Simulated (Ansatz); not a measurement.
# Phonons of ZnS (F-43m) against volume, part 3 of 3

Aim: how do the optical modes of ZnS (F-43m) move with volume?

Ansatz 0.2.0; DFT PBE, scalar-relativistic, plane waves, PAW; PAW set soft_1.

So far, mean static dielectric tensor (ions relaxed, fixed cell): step 4 (modes at rest) 9.35; step 6 (volume ratio 1.06) 10.3.

The database entry behind the starting cell differs from later determinations by our own check (about 0.1 % short), so it need not match the best structure at ambient conditions.

### Step 8. Zone-centre modes of the member: 0.9 times the volume at rest

The zone-centre modes follow for 0.9 times the volume at rest, with the response to a field.

File input.yaml:

```yaml
crystal:
  lattice:
    - [0.0, 2.627898788, 2.627898788]
    - [2.627898788, 0.0, 2.627898788]
    - [2.627898788, 2.627898788, 0.0]
  atoms:
    - { symbol: S, position: [0.0, 0.0, 0.0] }
    - { symbol: Zn, position: [0.75, 0.75, 0.75] }
kpoints:
  mp_grid: { grid: [12, 12, 12] }
hamiltonian:
  xc: pbe
  pseudopotentials: { kind: paw, azcp: { folder: soft_1 } }
scf:
  occupations: { method: fixed }
output:
  eigenvalues: true
phonons:
  method: dfpt
  dielectric: true
  rigid_motions: translations
```

On the command line:

```sh
ansatz run input.yaml --threads 4 --pin off --max-ram 10240MiB --backend cpu --events-out ev --progress --plain --runs-dir out
```

Numbers of over 12 decimals in the logs are rounded to 6 here.

Output:

```text
[...]
Crystal: 2 atoms, lattice volume = 36.296 Å³
Basis set: ecut = 420 eV, 725 PW (Γ), exchange–correlation on 50×50×50 points (8 copies of the dense FFT grid, shifted against one another)
Bands: 13, of which v1, the nominal top of the filled ones, is band 9 counted from 1 (8 counted from 0)
Symmetry: 24 space group operations
k-points: 280 of 1728 (irreducible under 4 space group operations, time reversal used)
[...]
optical modes at Γ + LO–TO along q̂ = [1.0000, 0.0000, 0.0000]:
      ω (cm⁻¹)  modes    IR ((D/Å)²/amu)
[...]
optical modes at Γ + LO–TO along q̂ = [0.0000, 1.0000, 0.0000]:
      ω (cm⁻¹)  modes    IR ((D/Å)²/amu)
        311.72      2             7.5231
        366.80      1             3.7615
  optical modes at Γ + LO–TO along q̂ = [0.0000, 0.0000, 1.0000]:
      ω (cm⁻¹)  modes    IR ((D/Å)²/amu)
        311.72      2             7.5231
        366.80      1             3.7615
[key lines of the parts left out:]
SCF converged after 9 iterations
Free energy (F): -4222.630257 eV
Fermi energy:    6.906884 eV
```

Run time: 33 s. Hardware: 4 threads of Arm Neoverse V1, shared host; peak memory 0.76 GiB.

This step gave:

| Item | Value |
| --- | --- |
| sum-rule residual before enforcement | 4.22e-4 eV/Å² |
| miss of the charge sum rule | 1.73e-4 e |
| estimated error of the dielectric tensor | 0.01489 |
| estimated error of the Born charges | 0.01246 e |
| highest optical mode at the zone centre (no LO-TO term) | 311.7 cm⁻¹ |
| lowest optical zone-centre mode | 311.7 cm⁻¹ |
| mean high-frequency dielectric constant | 5.914 |
| largest Born charge (third of the trace) | -1.873 e |
| mean static dielectric constant | 8.189 |
| top of the zone-centre spectrum with the field | 366.8 cm⁻¹ |

Without the LO-TO term. Patterns of degenerate modes are one choice out of their space. Modes at Γ, with each element's share of the kinetic energy:

```
mode  frequency (cm⁻¹)  symmetry  S %  Zn %
   1               0.0  acoustic   33    67
   2               0.0  acoustic   33    67
   3               0.0  acoustic   33    67
   4             311.7        T2   67    33
   5             311.7        T2   67    33
   6             311.7        T2   67    33
```

Transverse modes. Lines of the infrared spectrum (strongest = 100):

```
position (cm⁻¹)  label  relative intensity
            312     T2                 100
```

The optical mode without the LO-TO term lies at 311.7 cm⁻¹.

Between step 4 and this run (volume ratio 0.9) the value for the mean static dielectric tensor (ions relaxed, fixed cell) moves from 9.35 to 8.19 (-12 %).

### Step 9. The series together

The members are set side by side, also those not shown above.

Each row is one cell with its response, relaxed at fixed volume as far as symmetry leaves anything free; energies are extrapolated to zero smearing, and E0 is that at rest; shape and atoms are relaxed in each cell where symmetry leaves them free. State of the crystal along the series:

```
volume ratio  V (Å³/atom)  pressure (GPa)  E - E0 (meV/atom)  gap on mesh (eV)     ε∞     ε0  largest Born charge in size, a third of the trace (e)  top mode with the field, highest of q along x, y and z (cm⁻¹)
         0.9        18.15           9.256              52.95             2.473  5.914  8.189                                                  1.873                                                          366.8
        0.92        18.55           6.977              32.58             2.375  5.909  8.382                                                  1.904                                                            358
        0.94        18.95           4.936              17.63              2.28  5.908  8.593                                                  1.933                                                          349.6
        0.96        19.36           3.108              7.543             2.187  5.913  8.824                                                  1.962                                                          341.5
        0.98        19.76           1.469              1.813             2.098  5.922  9.075                                                   1.99                                                          333.8
        0.99        19.96          0.7148             0.4473             2.054  5.928  9.208                                                  2.004                                                          330.1
           1        20.16         6.42e-5                  0             2.011  5.936  9.347                                                  2.017                                                          326.4
        1.02        20.57          -1.317              1.688             1.927  5.954  9.643                                                  2.044                                                          319.4
        1.04        20.97          -2.499              6.521             1.845  5.977  9.964                                                  2.069                                                          312.5
        1.06        21.37          -3.559              14.17             1.766  6.005  10.31                                                  2.094                                                          305.9
```

Without the LO-TO term; each mode is tracked from rest by its pattern, and modes that stay within 0.3 cm⁻¹ of each other stand once; shape and atoms are relaxed in each cell where symmetry leaves them free. Optical modes along the series:

```
V (Å³/atom)  mode 4 T2 (cm⁻¹)
      18.15             311.7
      18.55             300.6
      18.95             289.9
      19.36             279.6
      19.76             269.7
      19.96             264.9
      20.16             260.1
      20.57             250.9
      20.97             242.1
      21.37             233.5
```

From cubic fits (parabolas where under five rows exist) of ln ω and P against ln V through the rows within about 4 % of rest: γ = −d ln ω / d ln V and dω/dP = γ ω / B. Slopes at rest:

```
             mode  fitted frequency at rest (cm⁻¹)  Grüneisen parameter γ  dω/dP (cm⁻¹/GPa)
        mode 4 T2                            260.2                    1.8              6.74
longitudinal mode                            326.5                   1.11              5.21
```

### Step 10. What came out

```json
{"members": "10", "highest optical mode at the zone centre (no LO-TO term), at rest": "260.1 cm⁻¹", "bulk modulus at rest": "69.5 GPa", "mode 4 T2, γ": "1.80", "longitudinal mode, γ": "1.11"}
```

What this shows: The series spans -3.6 to 9.3 GPa, and the slope at rest gives a bulk modulus of 70 GPa. The transverse optical mode has γ = 1.80 and moves by 6.7 cm⁻¹ for each GPa, the longitudinal one has γ = 1.11 and moves by 5.2. ε∞ is 5.94 at rest, with d ln ε∞ / d ln V = 0.14. One k mesh and one cutoff serve the ground states and modes of all volumes; the field response picks its own mesh. These are harmonic frequencies at zero temperature: anharmonic shifts, linewidths and thermal expansion are left out. Only the zone centre was solved, so an instability at another wavevector cannot show here.

[Logs are printed without paths, hosts, clocks, repeated set-up lines and the standing remarks that a program may print on its own settings, such as how far it seeks lower states.]

[Hosts, paths, dates, database ids (printed as entryN), source tags and the programs' standing remarks are cut or masked in the printed files.]
